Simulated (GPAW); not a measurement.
# Core-hole calculation of the Mn K edge in MnO2 (Pmmn), part 2 of 3

What does one-electron theory with a core hole give for the Mn K edge of MnO2 (Pmmn)?

GPAW 26.7.0; X-ray absorption from dipole matrix elements to empty bands, plane-wave PAW LDA+U.

So far. Step 2 (Ground state of the crystal): The mesh shows a gap of only 0.15 eV, so the system is treated as a metal and the core electron is put at the Fermi level (neutral cell).

## (4) Spectrum with XCH, Mn atom 1

The holes are 4.8 Å apart. In GPAW the data set carries the hole's charge, so charge=0 means a charged cell and charge=-1 a neutral one. The excited electron is kept in the cell, where it fills the lowest empty states and screens the hole. After the field has converged, empty bands are computed with the density fixed and the dipole matrix elements are summed.

The absorber has 2 O at 1.83 Å, 2 O at 1.98 Å and 2 O at 2.05 Å (distorted octahedral, site symmetry mm2).

Contents of xas.py:

```python
import numpy as np
from ase import Atoms
from ase.parallel import parprint, paropen
from gpaw import GPAW, PW, FermiDirac, Mixer, MixerDif, setup_paths
from gpaw.test import gen
setup_paths.insert(0, '.')
gen('Mn', name='fch1s', xcname='LDA', corehole=(1, 0, 1), write_xml=True)
from gpaw.mpi import world
world.barrier()

atoms = Atoms('Mn4O8',
    cell=[[-2.904158, 3.84481, 0],
     [-2.904158, -3.84481, 0],
     [2.904158, 0, 6.164264]],
    scaled_positions=[[0.17165075, 0.67165075, 0.3433015],
     [0.67165075, 0.17165075, 0.3433015],
     [0.32834925, 0.32834925, 0.6566985],
     [0.82834925, 0.82834925, 0.6566985],
     [0.16878375, 0.16878375, 0.8375675],
     [0.66878375, 0.66878375, 0.8375675],
     [0.33121625, 0.83121625, 0.1624325],
     [0.83121625, 0.33121625, 0.1624325],
     [0.96089975, 0.96089975, 0.4217995],
     [0.46089975, 0.46089975, 0.4217995],
     [0.53910025, 0.03910025, 0.5782005],
     [0.03910025, 0.53910025, 0.5782005]],
    magmoms=[4.0, 4.0, -4.0, -4.0, 0.0, 0.0, 0.0, 0.0, 0.0, 0.0, 0.0, 0.0],
    pbc=True)
atoms.calc = calc = GPAW(legacy_gpaw=True, mode=PW(500, force_complex_dtype=True), xc='LDA', setups={'Mn': ':d,4', 0: 'fch1s:d,4'},
    kpts={'size': (4, 4, 4), 'gamma': True}, occupations=FermiDirac(0.1),
    charge=-1, mixer=MixerDif(0.05, 8, 50), maxiter=150,
    convergence={'density': 0.0001, 'eigenstates': 1e-6}, txt='scf.txt')
energy = atoms.get_potential_energy() + calc.get_reference_energy()
ef = calc.get_fermi_level()
out = dict(energy=energy, fermi=ef, forces=atoms.get_forces().tolist(), magmoms=atoms.get_magnetic_moments().tolist())
parprint(f'all-electron energy {energy:.4f} eV, Fermi level {ef:.4f} eV')
ev = np.array([[calc.get_eigenvalues(k, s) for k in range(len(calc.get_ibz_k_points()))] for s in range(calc.get_number_of_spins())])
out['homo'], out['lumo'], out['counts'] = ev[ev < ef].max(), ev[ev > ef].min(), sorted(set((ev < ef).sum((0, 2)).tolist()))
out['filled'] = (ev[:, 0] < ef).sum(1).tolist()

from ase.units import Ha
from gpaw.xas import dipole_matrix_elements
nb = int(calc.get_number_of_electrons() / 2) + 105
top, nb = nb, nb + 8 + nb // 12
nscf = calc.fixed_density(kpts={'size': (4, 4, 4), 'gamma': True}, nbands=nb,
    convergence={'bands': top, 'eigenstates': 5e-3}, maxiter=60, txt='nscf.txt')
cell = atoms.cell.array
ops = [cell.T @ U.T @ np.linalg.inv(cell.T) for U in nscf.wfs.kd.symmetry.op_scc]
E = np.arange(-6, 34, 0.1)
fwhm = np.interp(E, [4, 25], [1.16, 3.5])
Y, X, zero, highest = 0, 0, 1e9, 1e9
for spin in range(nscf.get_number_of_spins()):
    wfs = nscf.wfs
    mine = wfs.bd.get_slice()  # this rank's bands
    A = dipole_matrix_elements(wfs.setups[0])
    eps = np.zeros((wfs.kd.nibzkpts, nb))
    d = np.zeros((3, A.shape[1], wfs.kd.nibzkpts, nb), complex)
    for kpt in wfs.kpt_u:
        if kpt.s == spin and 0 in kpt.P_ani:
            eps[kpt.k, mine] = kpt.eps_n * Ha
            d[:, :, kpt.k, mine] = (kpt.weight * wfs.nspins / 2) ** 0.5 * np.inner(A, kpt.P_ani[0])
    world.sum(eps)
    world.sum(d)
    T = np.einsum('amkn,bmkn->abkn', d, d.conj()).real
    T = sum(np.einsum('ai,ijkn,bj->abkn', R, T, R) for R in ops) / len(ops)
    empty = eps > ef
    zero, highest = min(zero, eps[empty].min()), min(highest, eps[:, top - 1].min())
    lines = [(eps, T, empty)] if spin == 0 else lines + [(eps, T, empty)]
for eps, T, empty in lines:
    f = np.einsum('aakn->akn', T).reshape(3, -1)
    x = eps.ravel() - zero
    w = np.interp(x, E, fwhm) / 2.35482
    g = np.exp(-0.5 * ((E[:, None] - x) / w) ** 2) / (w * (2 * np.pi) ** 0.5)
    Y = Y + (f * empty.ravel()) @ g.T
    X = X + (f * ~empty.ravel()) @ g.T
out.update(E=E.round(2).tolist(), xas=Y.tolist(), xes=X.tolist(), zero=zero, valid=highest - zero, nk=len(eps), nb=nb)
for i in range(0, len(E), 10):
    parprint(f'{E[i]:7.2f}', *(f'{v:10.3e}' for v in Y[:, i]))
import json
with paropen('out.json', 'w') as f:
    json.dump(out, f)
```

Command:

```sh
$ OMP_NUM_THREADS=1 mpirun -n 4 gpaw python xas.py
```

Numbers of over 12 decimals in the logs are rounded to 6 here.

The program printed:

```text
Input parameters:
  charge: -1
  convergence: {density: 0.0001,
                eigenstates: 1e-06}
  kpts: {gamma: True,
         size: (4, 4, 4)}
  maxiter: 150
  mixer: {backend: pulay,
          beta: 0.05,
          method: difference,
          nmaxold: 8,
          weight: 50}
  mode: {ecut: 500.0,
         force_complex_dtype: True,
         name: pw}
  occupations: {fixmagmom: False,
                name: fermi-dirac,
                width: 0.1}
  setups: {0: fch1s:d,4,
           Mn: :d,4}

Initialize ...

[... PAW data sets ...]

Reference energy: -135486.576491  # eV

Spin-polarized calculation.
Initial magnetic moment: 0.000000

[... convergence settings ...]
Symmetries present (total): 2
  [... symmetry matrices ...]

64 k-points: 4 x 4 x 4 Monkhorst-Pack grid + [1/8,1/8,1/8]
24 k-points in the irreducible part of the Brillouin zone
       k-points in crystal coordinates                weights
   0:     0.00000000    0.00000000    0.00000000          1/64
   1:     0.00000000    0.00000000    0.25000000          2/64
   2:     0.00000000    0.00000000    0.50000000          1/64
   3:     0.00000000    0.25000000    0.00000000          4/64
   4:     0.00000000    0.25000000    0.50000000          4/64
   5:     0.00000000    0.50000000    0.25000000          2/64
   6:     0.00000000    0.50000000    0.50000000          2/64
   7:     0.25000000   -0.25000000    0.00000000          2/64
   8:     0.25000000   -0.25000000    0.25000000          4/64
   9:     0.25000000   -0.25000000    0.50000000          2/64
          ...
  23:     0.50000000    0.50000000    0.50000000          1/64

Wave functions: Plane wave expansion
  Cutoff energy: 500.000 eV
  Number of coefficients (min, max): 3462, 3526
  Pulay-stress correction: 0.000000 eV/Ang^3 (de/decut=0.000000)
  Using FFTW library
  Wavefunction extrapolation:
    Improved wavefunction reuse through dual PAW basis

Occupation numbers: Fermi-Dirac:
  width: 0.1000  # eV

Eigensolver
   Davidson(niter=2)

Densities:
  Coarse grid: 36*36*36 grid
  Fine grid: 72*72*72 grid
  Total Charge: 0.000000

Density mixing:
  Method: difference
  Backend: pulay
  Linear mixing parameter: 0.05
  old densities: 8
  Width of damping distribution: 1.1
  Damping of long wavelength oscillations: 50

[... Hamiltonian set-up ...]
Number of atoms: 12
Number of atomic orbitals: 84
Number of bands in calculation: 70
Number of valence electrons: 109
Bands to converge: occupied

... initialized

Initializing position-dependent things.

Density initialized from atomic densities
Creating initial wave functions:
  70 bands from LCAO basis set

               O       O
            Mn     Mn
                 Mn
        O      O  O
             O
              Mn
           O

Atomic positions and initial magnetic moments

Positions:
   0 Mn    -1.452079   -1.922405    2.116201    ( 0.0000,  0.0000,  4.0000)
   1 Mn    -1.452079    1.922405    2.116201    ( 0.0000,  0.0000,  4.0000)
   2 Mn    -0.000000    0.000000    4.048063    ( 0.0000,  0.0000, -4.0000)
   3 Mn    -2.904158    0.000000    4.048063    ( 0.0000,  0.0000, -4.0000)
   4 O      1.452079    0.000000    5.162987    ( 0.0000,  0.0000,  0.0000)
   5 O     -1.452079   -0.000000    5.162987    ( 0.0000,  0.0000,  0.0000)
   6 O     -2.904158   -1.922405    1.001277    ( 0.0000,  0.0000,  0.0000)
   7 O     -2.904158    1.922405    1.001277    ( 0.0000,  0.0000,  0.0000)
   8 O     -4.356237    0.000000    2.600083    ( 0.0000,  0.0000,  0.0000)
   9 O     -1.452079   -0.000000    2.600083    ( 0.0000,  0.0000,  0.0000)
  10 O      0.000000    1.922405    3.564181    ( 0.0000,  0.0000,  0.0000)
  11 O      0.000000   -1.922405    3.564181    ( 0.0000,  0.0000,  0.0000)

Unit cell:
           periodic     x           y           z      points  spacing
  1. axis:    yes   -2.904158    3.844810    0.000000    36     0.1205
[...]
XC:            -128.611181
Entropy (-ST):   -0.096118
Local:           +0.165172
SIC:             +0.000000
--------------------------
Free energy:   -133.612355
Extrapolated:  -133.564296

Spin contamination: 7.833006 electrons
Showing only first 2 kpts
                      Up                     Down
 Kpt  Band  Eigenvalues  Occupancy  Eigenvalues  Occupancy
  0    52      2.39026    0.99937      2.66954    0.98977
  0    53      2.71443    0.98406      2.98274    0.80845
  0    54      2.94363    0.86189      3.78495    0.00138
  0    55      3.21114    0.30067      4.02077    0.00013

  1    52      2.37426    0.99946      2.65680    0.99098
  1    53      2.70264    0.98581      2.96841    0.82966
  1    54      2.82230    0.95454      3.71285    0.00284
  1    55      3.33166    0.11413      4.14609    0.00004

Fermi level: 3.12673

No gap
No difference between direct/indirect transitions

Forces in eV/Ang:
  0 Mn    0.00000    0.00000   -0.93464
  1 Mn    0.00000    0.00000    0.44746
  2 Mn    0.00000    0.00000   -0.03002
  3 Mn    0.00000    0.00000   -0.03002
  4 O     0.00000   -0.00586   -0.87886
  5 O    -0.00000    0.00586   -0.87886
  6 O     0.13538    0.00000    0.65961
  7 O    -0.13538   -0.00000    0.65961
  8 O     0.00000   -0.74577    0.70441
  9 O    -0.00000    0.74577    0.70441
 10 O    -0.02779    0.00000   -0.20322
 11 O     0.02779   -0.00000   -0.20322
Scalar-relativistic atomic LDA calculation for Mn (Manganese, Z=25)
Core hole in 1s state (1s occupation: 1.0)
600 radial gridpoints.
|------------------------------------------------|
|------------------------------------------------|
[... the atom generator's iteration count ...]

Energy contributions:
-------------------------
Kinetic:     +922.704224
XC:           -42.900924
Potential:  -1794.747360
-------------------------
Total:       -914.944061

state      eigenvalue         ekin         rmax
-----------------------------------------------
1s^1.0 :  -246.461378   313.066191        0.040
2s^2.0 :   -29.879301    59.015817        0.227
2p^6.0 :   -26.182959    58.698463        0.181
3s^2.0 :    -3.886191    13.056344        0.709
3p^6.0 :    -2.747976    11.710254        0.711
3d^5.0 :    -0.817995     7.936047        0.690
4s^2.0 :    -0.517955     1.680586        2.209
4p^0.0 :    -0.321151     1.146628        2.641
-----------------------------------------------
(units: Bohr and Hartree)

Generating PAW setup
Kinetic energy of the core from tauc = 788.605039
Cutoffs:
rc(s)=2.410
rc(p)=2.420
rc(d)=2.150
rc(vbar)=2.350
rc(comp)=2.290
rc(nct)=2.420

Kinetic energy of the core states: 783.288602
Charge: 1.0
Core electrons: 9.0
Valence electrons: 15.0
Pseudo-core charge: 0.000000
Shape function alpha=1.907
Pseudo-electron charge 3.904841
state    eigenvalue         norm
--------------------------------
3s(2) :    -3.886191     0.080538
4s(2) :    -0.517955     1.109926
3p(6) :    -2.747976     0.061417
4p(0) :    -0.321151     1.012683
3d(5) :    -0.817995     0.231082
*d    :     0.182005
--------------------------------

Diagonalizing with gridspacing h=0.050

state   all-electron     PAW
-------------------------------
3s:      -3.886191    -3.886504
3p:      -2.747976    -2.748756
3d:      -0.817995    -0.819363
*f:                   -0.022208
-------------------------------
<dir> UserWarning: Initial realspace grid (25,25,36) inconsistent with symmetries.
  warnings.warn(
<dir> UserWarning: Using symmetrized grid: (36,36,36).

  warnings.warn('Using symmetrized grid: ({},{},{}).\n'.format(*N_c))
<dir> UserWarning: Initial realspace grid (25,25,36) inconsistent with symmetries.
  warnings.warn(
<dir> UserWarning: Using symmetrized grid: (36,36,36).

  warnings.warn('Using symmetrized grid: ({},{},{}).\n'.format(*N_c))
<dir> UserWarning: Initial realspace grid (25,25,36) inconsistent with symmetries.
  warnings.warn(
<dir> UserWarning: Initial realspace grid (25,25,36) inconsistent with symmetries.
  warnings.warn(
<dir> UserWarning: Using symmetrized grid: (36,36,36).

  warnings.warn('Using symmetrized grid: ({},{},{}).\n'.format(*N_c))
<dir> UserWarning: Using symmetrized grid: (36,36,36).

  warnings.warn('Using symmetrized grid: ({},{},{}).\n'.format(*N_c))
all-electron energy -135620.1408 eV, Fermi level 3.1267 eV
  -6.00  1.780e-40  1.810e-43  1.773e-42
  -5.00  1.598e-30  1.834e-33  1.550e-32
  -4.00  2.430e-22  3.190e-25  2.370e-24
  -3.00  6.302e-16  9.744e-19  6.533e-18
  -2.00  2.803e-11  5.437e-14  3.343e-13
  -1.00  2.146e-08  7.116e-11  3.329e-10
  -0.00  2.855e-07  8.754e-09  1.069e-08
[...]
31.00  5.002e-07  5.946e-07  5.041e-07
  32.00  5.842e-07  6.601e-07  5.862e-07
  33.00  6.478e-07  6.605e-07  6.478e-07
[key lines of the parts left out:]
Converged after 48 iterations.
Dipole moment: (-0.027764, 0.065825, -0.025221) |e|*Ang
```

It took 5.5 min on 4 MPI ranks of Intel Xeon Platinum 8375C at 2.90GHz (Ice Lake), shared host; peak memory 0.84 GiB.

The Mn K spectrum, Mn atom 1, excited-electron core hole (neutral cell) (energy from the lowest empty level; intensity scaled to a mean of 1 over the first 20 eV; polarised curves are means over the symmetry-equivalent atoms):

| E (eV) | isotropic | ε ∥ x | ε ∥ y | ε ∥ z |
| --- | --- | --- | --- | --- |
| -2.0 | 0.00 | 0.00 | 0.00 | 0.00 |
| -1.4 | 0.00 | 0.01 | 0.00 | 0.00 |
| -0.8 | 0.04 | 0.10 | 0.00 | 0.00 |
| -0.2 | 0.17 | 0.49 | 0.01 | 0.01 |
| 0.4 | 0.22 | 0.55 | 0.06 | 0.06 |
| 1.0 | 0.17 | 0.19 | 0.16 | 0.17 |
| 1.6 | 0.15 | 0.11 | 0.14 | 0.20 |
| 2.2 | 0.11 | 0.14 | 0.08 | 0.12 |
| 2.8 | 0.17 | 0.30 | 0.10 | 0.11 |
| 3.4 | 0.22 | 0.36 | 0.15 | 0.14 |
| 4.0 | 0.18 | 0.18 | 0.15 | 0.22 |
| 4.6 | 0.09 | 0.06 | 0.08 | 0.14 |
| 5.2 | 0.02 | 0.01 | 0.02 | 0.02 |
| 5.8 | 0.00 | 0.00 | 0.00 | 0.00 |
| 6.4 | 0.01 | 0.01 | 0.00 | 0.01 |
| 7.0 | 0.02 | 0.02 | 0.01 | 0.02 |
| 7.6 | 0.05 | 0.05 | 0.04 | 0.06 |
| 8.2 | 0.10 | 0.09 | 0.08 | 0.13 |
| 8.8 | 0.21 | 0.16 | 0.18 | 0.27 |
| 9.4 | 0.39 | 0.27 | 0.40 | 0.51 |
| 10.0 | 0.66 | 0.40 | 0.76 | 0.81 |
| 10.6 | 0.93 | 0.52 | 1.13 | 1.13 |
| 11.2 | 1.10 | 0.58 | 1.29 | 1.41 |
| 11.8 | 1.15 | 0.60 | 1.26 | 1.59 |
| 12.4 | 1.20 | 0.63 | 1.26 | 1.70 |
| 13.0 | 1.35 | 0.72 | 1.53 | 1.79 |
| 13.6 | 1.63 | 0.90 | 2.09 | 1.90 |
| 14.2 | 1.95 | 1.17 | 2.71 | 1.97 |
| 14.8 | 2.18 | 1.48 | 3.07 | 1.98 |
| 15.4 | 2.26 | 1.77 | 3.00 | 1.99 |
| 16.0 | 2.23 | 2.01 | 2.64 | 2.05 |
| 16.6 | 2.20 | 2.21 | 2.26 | 2.14 |
| 17.2 | 2.24 | 2.42 | 2.06 | 2.25 |
| 17.8 | 2.35 | 2.68 | 2.05 | 2.31 |
| 18.4 | 2.45 | 2.94 | 2.14 | 2.28 |
| 19.0 | 2.50 | 3.08 | 2.25 | 2.17 |
| 19.6 | 2.47 | 3.03 | 2.34 | 2.03 |
| 20.2 | 2.36 | 2.82 | 2.36 | 1.89 |
| 20.8 | 2.19 | 2.54 | 2.27 | 1.77 |
| 21.4 | 1.99 | 2.24 | 2.06 | 1.67 |
| 22.0 | 1.76 | 1.96 | 1.76 | 1.56 |
| 22.6 | 1.52 | 1.69 | 1.45 | 1.43 |
| 23.2 | 1.29 | 1.43 | 1.17 | 1.28 |
| 23.8 | 1.10 | 1.22 | 0.95 | 1.13 |
| 24.4 | 0.96 | 1.06 | 0.81 | 1.02 |
| 25.0 | 0.87 | 0.95 | 0.72 | 0.94 |
| 25.6 | 0.82 | 0.87 | 0.69 | 0.91 |
| 26.2 | 0.80 | 0.82 | 0.69 | 0.89 |
| 26.8 | 0.78 | 0.77 | 0.71 | 0.87 |
| 27.4 | 0.78 | 0.73 | 0.75 | 0.85 |
| 28.0 | 0.78 | 0.71 | 0.81 | 0.82 |
| 28.6 | 0.80 | 0.71 | 0.87 | 0.82 |
| 29.2 | 0.84 | 0.75 | 0.95 | 0.83 |
| 29.8 | 0.91 | 0.82 | 1.03 | 0.88 |
| 30.4 | 1.00 | 0.92 | 1.13 | 0.95 |
| 31.0 | 1.11 | 1.04 | 1.23 | 1.05 |
| 31.6 | 1.21 | 1.15 | 1.33 | 1.15 |

Main maxima below 30 eV (height): 0.2 eV (0.23), 3.4 eV (0.22), 15.5 eV (2.26) and 19.1 eV (2.50). A K edge sees empty p states. The first eV above the zero hold little dipole weight, as the lowest empty bands are of d character; the main edge, of 4p character, rises through 0.6 near 10 eV above the zero.

The total-energy difference is 6519.96 eV. The tabulated edge of the element is 6539 eV. The functional leaves an error in such absolute values: in the free atom LDA prices this hole 15.4 eV below PBE (computed apart), and PBE is itself good to a few eV.

## (5) Reference energy of the cell

The cell and mesh change for the next run, so it gets a reference energy of its own.

Contents of scf.py:

```python
import numpy as np
from ase import Atoms
from ase.parallel import parprint, paropen
from gpaw import GPAW, PW, FermiDirac, Mixer, MixerDif, setup_paths
from gpaw.test import gen
setup_paths.insert(0, '.')
gen('Mn', name='nch1s', xcname='LDA', corehole=(1, 0, 0), write_xml=True)
from gpaw.mpi import world
world.barrier()

atoms = Atoms('Mn2O4',
    cell=[[2.904158, 0, 0],
     [0, 3.84481, 0],
     [0, 0, 6.164264]],
    scaled_positions=[[0.5, 0.5, 0.3433015],
     [0, 0, 0.6566985],
     [0.5, 0, 0.8375675],
     [0, 0.5, 0.1624325],
     [0.5, 0, 0.4217995],
     [0, 0.5, 0.5782005]],
    magmoms=[4.0, -4.0, 0.0, 0.0, 0.0, 0.0],
    pbc=True)
atoms.calc = calc = GPAW(legacy_gpaw=True, mode=PW(500, force_complex_dtype=True), xc='LDA', setups={'Mn': ':d,4', 0: 'nch1s:d,4'},
    kpts={'size': (6, 4, 3), 'gamma': True}, occupations=FermiDirac(0.1),
    charge=0, mixer=MixerDif(0.05, 8, 50), maxiter=150,
    convergence={'density': 0.0001, 'eigenstates': 1e-6}, txt='scf.txt')
energy = atoms.get_potential_energy() + calc.get_reference_energy()
ef = calc.get_fermi_level()
out = dict(energy=energy, fermi=ef, forces=atoms.get_forces().tolist(), magmoms=atoms.get_magnetic_moments().tolist())
parprint(f'all-electron energy {energy:.4f} eV, Fermi level {ef:.4f} eV')
ev = np.array([[calc.get_eigenvalues(k, s) for k in range(len(calc.get_ibz_k_points()))] for s in range(calc.get_number_of_spins())])
out['homo'], out['lumo'], out['counts'] = ev[ev < ef].max(), ev[ev > ef].min(), sorted(set((ev < ef).sum((0, 2)).tolist()))
out['filled'] = (ev[:, 0] < ef).sum(1).tolist()
import json
with paropen('out.json', 'w') as f:
    json.dump(out, f)
```

Command:

```sh
$ OMP_NUM_THREADS=1 mpirun -n 4 gpaw python scf.py
```

The program printed:

```text
Input parameters:
  convergence: {density: 0.0001,
                eigenstates: 1e-06}
  kpts: {gamma: True,
         size: (6, 4, 3)}
  maxiter: 150
  mixer: {backend: pulay,
          beta: 0.05,
          method: difference,
          nmaxold: 8,
          weight: 50}
  mode: {ecut: 500.0,
         force_complex_dtype: True,
         name: pw}
  occupations: {fixmagmom: False,
                name: fermi-dirac,
[...]
4s(2) :    -0.194105     1.047649
3p(6) :    -2.002579     0.093479
4p(0) :    -0.054042     0.998675
3d(5) :    -0.257567     0.346582
*d    :     0.742433
--------------------------------

Diagonalizing with gridspacing h=0.050

state   all-electron     PAW
-------------------------------
3s:      -3.137901    -3.138225
3p:      -2.002579    -2.003494
3d:      -0.257567    -0.258868
*f:                    0.069536
-------------------------------
all-electron energy -71070.0351 eV, Fermi level 3.1677 eV
[key lines of the parts left out:]
Converged after 15 iterations.
Dipole moment: (-0.000000, 0.000000, -0.000007) |e|*Ang
Free energy:    -47.480563
Fermi level: 3.16772
```

Run time: 14 s. Hardware: 4 MPI ranks; peak memory 0.25 GiB.

[end of part 2 of 3]

[Banner, clock and machine lines of the logs are left out without a mark of their own.]

[Logs are printed without paths, hosts, clocks, repeated set-up lines and the standing remarks that a program may print on its own settings, such as how far it seeks lower states.]

[Hosts, paths, dates, database ids (printed as entryN), source tags and the programs' standing remarks are cut or masked in the printed files.]

[Lists of maxima count a maximum above −3 eV only where it reaches 4 % of the highest in the window and stands out from its surroundings by 2 % of it (1.5 % where it reaches 55 %); shoulders and weaker maxima are passed over, and of the rest the first, up to two pre-edge ones and the few strongest are named.]
